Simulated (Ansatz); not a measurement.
# Lattice dynamics of BaZnCdP2 (built on the sites of a database entry of BaCd2P2), part 2 of 3

Wanted: phonon frequencies of BaZnCdP2 (built on the sites of a database entry of BaCd2P2) and what follows from them.

Ansatz 0.2.0; DFT PBEsol, scalar-relativistic, plane waves, PAW.

So far: The structure; Bringing the structure to rest.

The structure was built from a prototype and need not be the compound's stable phase.

## 2. Bringing the structure to rest (continued)

Valence density in the ac plane at fractional y = 0.333, with atoms of Zn and P within 0.2 Å of it. It is the smooth field of the valence electrons, not physical close to the nuclei.

Ten steps, logarithmic in the rise over the least value, from '_' (0 e/Å³) to '@' (32 e/Å³), each cell a mean:
```
__......____________________
____________________________
________________........____
____________......::::....__
____________..::::::::::....
__________....::......::::..
__________....::..__..::::..
__________....::::....::....
__________......::::::::....
______________............__
________________........____
________________........____
______________..::----....__
____________..::++##**--..__
____________..==##@@%%++::..
____________..--##@@%%==....
____..______..::==++==::..__
____....______....::....____
____________________________
____________________________
____________________________
____________________________
__......____________________
__......____________________
```
Columns run along a (4.3 Å), rows up along c (7.4 Å). Atoms in or near the plane, at fractional coordinates: Zn at (0.67, 0.37), P at (0.67, 0.72).

In this step the volume went from 24.64 to 23.16 Å³/atom.

## 3. Relaxing to small forces for the phonons

Phonons need a cell at rest on their own settings, so the relaxation is repeated with tight tolerances on forces and stress, using the mesh and the filling of the phonon run that follows.

input.yaml reads:

```yaml
crystal:
  lattice:
    - [4.2506484116, 0.0, 0.0]
    - [-2.1253242058, 3.681169507, 0.0]
    - [0.0, 0.0, 7.4006254398]
  atoms:
    - { symbol: Ba, position: [0.0, 0.0, 0.0018221443] }
    - { symbol: Zn, position: [0.6666666667, 0.3333333333, 0.371492207] }
    - { symbol: Cd, position: [0.3333333333, 0.6666666667, 0.6278812014] }
    - { symbol: P, position: [0.6666666667, 0.3333333333, 0.7249157829] }
    - { symbol: P, position: [0.3333333333, 0.6666666667, 0.2738886644] }
kpoints:
  mp_grid: { grid: [9, 9, 4] }
hamiltonian:
  xc: pbesol
scf:
  occupations: { method: fixed }
output:
  forces: true
  stress: true
  eigenvalues: true
relax:
  adjacent_minimum: "off"
  f_tol: 0.001
  max_steps: 60
  cell: { stress_tol: 0.01 }
```

Command:

```console
$ ansatz run input.yaml --threads 8 --pin off --max-ram 14336MiB --backend cpu --events-out ev --progress --plain --runs-dir out
```

Numbers of over 12 decimals in the logs are rounded to 6 here.

Log:

```text
[...]
Crystal: 5 atoms, lattice volume = 115.800 Å³
Basis set: ecut = 420 eV, 2275 PW (Γ), exchange–correlation on 60×60×100 points (8 copies of the dense FFT grid, shifted against one another)
Bands: 32, of which v1, the nominal top of the filled ones, is band 26 counted from 1 (25 counted from 0)
Symmetry: 6 space group operations
[...]
k-points: 43 of 324 (time reversal used)
[...]
cell:  # Å, volume = 115.7871 Å³
    - [4.250213, 0, 0]
    - [-2.125107, 3.680793, 0]
    - [0, 0, 7.401301]
  atoms:
    - { symbol: Ba, position: [0, 0, 0.00178444] }
    - { symbol: Zn, position: [0.666667, 0.333333, 0.371412] }
    - { symbol: Cd, position: [0.333333, 0.666667, 0.627865] }
    - { symbol: P, position: [0.666667, 0.333333, 0.725006] }
    - { symbol: P, position: [0.333333, 0.666667, 0.273932] }
[key lines of the parts left out:]
SCF converged after 7 iterations
Free energy (F): -18810.749175 eV
Fermi energy:    9.288818 eV
P = ⅓ Tr σ = 0.0002 GPa (0.002 kbar)
```

Run time: 13 s. Hardware: 8 threads of Intel Xeon Platinum 8259CL at 2.50GHz (Skylake/Cascade Lake), shared host; peak memory 0.65 GiB.

Little changed from the start: no atom moved by 0.005 Å and no cell edge by 0.1 %.

This step gave:

* pressure: 1.88e-4 GPa
* gap on the k-mesh: 0.5983 eV
* direct gap on mesh: 0.5983 eV

The largest force component left is 0.72 meV/Å and the pressure is 0.000 GPa, within the tolerances set. The cell now holds 23.16 Å³/atom.

## 4. Zone-centre response

The zone centre comes first: it holds the modes that light can see, as far as symmetry allows. The response to a homogeneous field gives the Born charges and the dielectric tensor.

input.yaml reads:

```yaml
crystal:
  lattice:
    - [4.2502132279, 0.0, 0.0]
    - [-2.125106614, 3.6807926269, 0.0]
    - [0.0, 0.0, 7.4013007397]
  atoms:
    - { symbol: Ba, position: [0.0, 0.0, 0.0017844404] }
    - { symbol: Zn, position: [0.6666666667, 0.3333333333, 0.371412393] }
    - { symbol: Cd, position: [0.3333333333, 0.6666666667, 0.627865245] }
    - { symbol: P, position: [0.6666666667, 0.3333333333, 0.7250055923] }
    - { symbol: P, position: [0.3333333333, 0.6666666667, 0.2739323292] }
kpoints:
  mp_grid: { grid: [9, 9, 4] }
hamiltonian:
  xc: pbesol
scf:
  occupations: { method: fixed }
output:
  eigenvalues: true
phonons:
  method: dfpt
  dielectric: true
  rigid_motions: translations
```

Log:

```text
[...]
Crystal: 5 atoms, lattice volume = 115.787 Å³
Basis set: ecut = 420 eV, 2275 PW (Γ), exchange–correlation on 60×60×100 points (8 copies of the dense FFT grid, shifted against one another)
Bands: 32, of which v1, the nominal top of the filled ones, is band 26 counted from 1 (25 counted from 0)
Symmetry: 6 space group operations
k-points: 95 of 324 (irreducible under 2 space group operations, time reversal used)
[...]
SCF iter   1: F=—  HF=-18810.764548 eV  |F-HF|=—  |Δ(HF+E_count)|=         —  Δρ=5.21e-3  dr2=4.70e-2  ethr=1.77e-3  ⟨swp⟩=5.1  Hψ=12095  notcnv=0  defer=312
[...]
SCF iter  11: F=-18810.749175 eV  HF=-18810.749175 eV  |F-HF|=1.82e-11  |Δ(HF+E_count)|=  1.27e-10  Δρ=1.37e-7  dr2=3.47e-11  ethr=1.00e-12  ⟨swp⟩=17.0  Hψ=25637  notcnv=0
SCF 1 converged in 11 iterations: F = -18810.749175 eV  dr2 = 3.47e-11
[...]
NSCF: frozen V_eff on 4 k-points
DFPT response loops at Γ: preconditioner auto → Resta (q_TF=auto, 2.388 Å⁻¹)  ε∞=10.0 (no band partly filled); β = 1.00, the filter's whole step (`scf.mixing.beta` (0.50) is not read by the response loops at its default; to damp them type it under 1.00, their step now; it binds the ground state too); Broyden in place of MSR1
── the response to a field inside a basis, on 12×12×6 k-points: an SCF that follows is theirs, and a resumed run solves both again ──
Bands: 27, of which v1, the nominal top of the filled ones, is band 26 counted from 1 (25 counted from 0)
k-points: 234 of 864 (irreducible under 2 space group operations, time reversal used)
[...]
Eigensolver: Dense (234 Hₖ)
SCF iter   1: F=—  HF=-18810.733070 eV  |F-HF|=—  |Δ(HF+E_count)|=         —  Δρ=1.77e-4  dr2=1.32e-5  ethr=1.00e-1
[...]
SCF iter   4: F=-18810.733071 eV  HF=-18810.733070 eV  |F-HF|=4.90e-8  |Δ(HF+E_count)|=   2.40e-6  Δρ=7.46e-6  dr2=6.58e-8  ethr=4.36e-9
SCF 1 converged in 4 iterations: F = -18810.733071 eV  dr2 = 6.58e-8
[...]
WARN: field response: inside a basis, on 12×12×6 points, no mesh in reach settles it: take ε∞, Z* and everything formed from them with what they may err, as stated (eps_inf_uncertainty, zstar_uncertainty_e), and compare with field_mesh: kpoints on a denser kpoints.mp_grid
WARN: field response: ε∞ stands inside a basis, on 12×12×6 points; the force constants stand on the 9×9×4 k-mesh, whose period is 8.45 times the interband length at k = (0.0000, 0.0000, 0.0000), direct gap 0.598 eV, under 14: take them and everything formed from them as unconverged, and compare with a denser kpoints.mp_grid
SCF converged after 11 iterations
Free energy (F): -18810.749175 eV
[...]
Internal energy: -18810.749175 eV  (E = F + TS)
E sigma→0 (E₀):  -18810.749175 eV
Fermi energy:    9.288817 eV
[...]
--- Band table (eV; the first three rows and the last of 95) ---
  k-point 0: bands = [... 22 lower, 8.0496, 9.1648, 9.2888, 9.2888, 9.8871, 10.4724, 11.1114, 12.1102, ... 2 higher]
  k-point 1: bands = [... 22 lower, 8.1661, 8.3139, 9.0437, 9.0437, 9.9497, 11.0888, 11.4955, 12.1589, ... 2 higher]
  k-point 2: bands = [... 22 lower, 8.3836, 8.3836, 8.7164, 8.7164, 9.8997, 11.2459, 12.0841, 12.0841, ... 2 higher]
  k-point 94: bands = [... 22 lower, 6.5475, 7.2346, 7.6984, 8.1212, 11.0911, 11.4225, 12.3905, 13.2011, ... 2 higher]
--- Phonons (Γ-DFPT): 10 representative perturbations + reference, on 95 of 324 k-points (Σ response iterations 36) ---
  k mesh reduced under 2 symmetry operations, with k and −k counted as one. Each operation leaves every solved perturbation unchanged. A smaller set is not considered because the run solves the response to a homogeneous field
  ASR residual: 1.077e-4 → 0.000e0 eV/Å²; symmetrization residual: 4.133e-5 eV/Å²
  ASR residual per site (eV/Å²): 3.88e-5 7.80e-5 3.44e-5 1.08e-4 1.93e-5
  Γ frequencies (cm⁻¹): 0.00 0.00 0.00 69.42 69.42 89.23 89.23 113.25 135.63 182.19 203.59 203.59 270.27 270.27 282.88
  ε∞ (high-frequency dielectric tensor):
       12.807917    -0.000000    -0.000000
       -0.000000    12.807917    -0.000000
       -0.000000    -0.000000    12.221326
  ε⁰ (static dielectric tensor: ions relaxed, cell fixed):
       20.103047    -0.000000    -0.000000
       -0.000000    20.103047     0.000000
       -0.000000     0.000000    28.865644
  ε⁰ − ε∞ (ionic part):
        7.295130    -0.000000    -0.000000
       -0.000000     7.295130     0.000000
       -0.000000     0.000000    16.644317
  softest optical mode at Γ: 69.42 cm⁻¹; the repairs (sum rule, projections) moved no ω² at Γ by more than (2.53 cm⁻¹)²
  Born effective charges Z* (e; rows j = field, columns β = displacement):
    site 0:
         2.41281    0.00000   -0.00000
         0.00000    2.41281   -0.00000
        -0.00000   -0.00000    4.19075
    site 1:
         2.09548    0.00000   -0.00000
         0.00000    2.09548   -0.00000
        -0.00000   -0.00000    1.65649
    site 2:
         1.90252    0.00000   -0.00000
        -0.00000    1.90252   -0.00000
        -0.00000   -0.00000    1.38513
    site 3:
        -3.09719   -0.00000    0.00000
        -0.00000   -3.09719    0.00000
         0.00000    0.00000   -3.72762
    site 4:
        -3.31362   -0.00000    0.00000
        -0.00000   -3.31362    0.00000
         0.00000    0.00000   -3.50475
  Z* charge neutrality: 1.512e-2 e pre-enforcement
  solved inside a basis spanned on kpoints, on 12×12×6 k-points, which do not settle them: ε∞ is read to err by 9.9e-2, Z* by 5.6e-2 e (field_mesh: kpoints solves on kpoints); Z* is corrected for what the basis lacks
  optical modes at Γ without the LO–TO term, one row a degenerate level:
      ω (cm⁻¹)  modes    IR ((D/Å)²/amu)
         69.42      2             0.0109
         89.23      2             0.2566
        113.25      1             2.4274
        135.63      1             4.2265
        182.19      1            15.3234
        203.59      2            24.1625
        270.27      2            12.7578
        282.88      1             1.8342
  optical modes at Γ + LO–TO along q̂ = [1.0000, 0.0000, 0.0000]:
      ω (cm⁻¹)  modes    IR ((D/Å)²/amu)
         69.42      1             0.0054
         69.46      1             0.0020
         89.23      1             0.1283
         89.85      1             0.0465
        113.25      1             2.4274
        135.63      1             4.2265
        182.19      1            15.3234
        203.59      1            12.0812
[...]
optical modes at Γ + LO–TO along q̂ = [0.0000, 1.0000, 0.0000]:
      ω (cm⁻¹)  modes    IR ((D/Å)²/amu)
[...]
230.96      1             4.7423
        270.27      1             6.3789
        282.88      1             1.8342
        296.28      1            13.8030
  optical modes at Γ + LO–TO along q̂ = [0.0000, 0.0000, 1.0000]:
      ω (cm⁻¹)  modes    IR ((D/Å)²/amu)
         69.42      2             0.0109
         89.23      2             0.2566
        117.61      1             0.1671
        144.77      1             0.5624
        203.59      2            24.1625
        242.88      1            14.2564
        270.27      2            12.7578
        294.18      1             8.8256
```

It took 2.4 min on 8 threads; peak memory 2.5 GiB.

Numbers from this step:

```yaml
sum_rule_residual_before_enforcement: 1.08e-4 eV/Å²
miss_of_the_charge_sum_rule: 0.01512 e
estimated_error_of_the_dielectric_tensor: 0.09917
estimated_error_of_the_born_charges: 0.05569 e
point_group: 3m
highest_optical_mode_at_the_zone_centre_no_lo_to_term: 282.9 cm⁻¹
lowest_optical_zone_centre_mode: 69.42 cm⁻¹
mean_high_frequency_dielectric_constant: 12.61
largest_born_charge_third_of_the_trace: -3.377 e
mean_static_dielectric_constant: 23.02
top_of_the_zone_centre_spectrum_with_the_field: 296.3 cm⁻¹
```

Without the LO-TO term. Patterns of degenerate modes are one choice out of their space. The modes at Γ (shares of kinetic energy by element, %):

```tsv
mode	frequency (cm⁻¹)	symmetry	Ba %	Zn %	Cd %	P %
1	0.0	acoustic	36	17	30	16
2	0.0	acoustic	36	17	30	16
3	0.0	acoustic	36	17	30	16
4	69.4	E	10	20	52	18
5	69.4	E	10	20	52	18
6	89.2	E	51	42	3	4
7	89.2	E	51	42	3	4
8	113.2	A1	17	28	52	4
9	135.6	A1	46	42	0	12
10	182.2	A1	1	13	15	71
11	203.6	E	3	20	0	78
12	203.6	E	3	20	0	78
13	270.3	E	0	0	16	84
14	270.3	E	0	0	16	84
15	282.9	A1	0	0	3	96
```

Displacements in mode 4 (69.4 cm⁻¹), the largest set to 1:
```
Ba1  0.11 -0.40  0.00
Zn2  0.23 -0.82  0.00
Cd3 -0.28  1.00  0.00
P4  -0.21  0.74  0.00
P5   0.24 -0.86  0.00
```

Displacements in mode 11 (203.6 cm⁻¹), the largest set to 1:
```
Ba1  0.00 -0.09  0.00
Zn2  0.00 -0.35  0.00
Cd3  0.00  0.00  0.00
P4   0.00  0.11  0.00
P5   0.00  1.00  0.00
```

High-frequency dielectric tensor, which the program warns is not settled by the k meshes in reach. Tensor:

```tsv
	x	y	z
x	12.81	0	0
y	0	12.81	0
z	0	0	12.22
```

Static dielectric tensor, which the program warns is not settled by the k meshes in reach. Tensor:

```tsv
	x	y	z
x	20.1	0	0
y	0	20.1	0
z	0	0	28.87
```

Optical modes at the zone centre, without and with the macroscopic field of the longitudinal modes; each column is sorted by frequency, so a row need not hold one and the same mode. Modes with and without the field, by row:

```tsv
rank among optical modes	no field (cm⁻¹)	q along (1, 0, 0) (cm⁻¹)	q along (0, 0, 1) (cm⁻¹)
1	69.4	69.4	69.4
2	69.4	69.5	69.4
3	89.2	89.2	89.2
4	89.2	89.8	89.2
5	113.2	113.2	117.6
6	135.6	135.6	144.8
7	182.2	182.2	203.6
8	203.6	203.6	203.6
9	203.6	231	242.9
10	270.3	270.3	270.3
11	270.3	282.9	270.3
12	282.9	296.3	294.2
```

Born charge (rows field, columns displacement) (e), principal values of the symmetric part by kind of site:

```tsv
atom	atoms with these values	low	middle	high	mean
Ba1	1	2.41	2.41	4.19	3.01
Zn2	1	1.66	2.10	2.10	1.95
Cd3	1	1.39	1.90	1.90	1.73
P4	1	-3.73	-3.10	-3.10	-3.31
P5	1	-3.50	-3.31	-3.31	-3.38
```

In full for Cd3:

```
1.90 0.00 0.00
0.00 1.90 0.00
0.00 0.00 1.39
```

Transverse modes. Lines of the infrared spectrum (strongest = 100):

```tsv
position (cm⁻¹)	label	relative intensity
69	E	0.0
89	E	1.1
113	A1	10
136	A1	17
182	A1	63
204	E	100
270	E	53
283	A1	7.6
```

Before it was imposed, the acoustic sum rule was missed by 1.1e-4 eV/Å² and the charge sum rule by 0.015 e. Small misses are needed for a sound result but don't prove that mesh and cutoff are converged. The lowest optical mode is real, 69.4 cm⁻¹.

The log warns of the k mesh: “the force constants stand on the 9×9×4 k-mesh, whose period is 8.45 times the interband length at k = (0.0000, 0.0000, 0.0000), direct gap 0.598 eV, under 14: take them and everything formed from them as unconverged”.

(Continued in part 3 of 3.)

[Logs are printed without paths, hosts, clocks, repeated set-up lines and the standing remarks that a program may print on its own settings, such as how far it seeks lower states.]

[Hosts, paths, dates, database ids (printed as entryN), source tags and the programs' standing remarks are cut or masked in the printed files.]
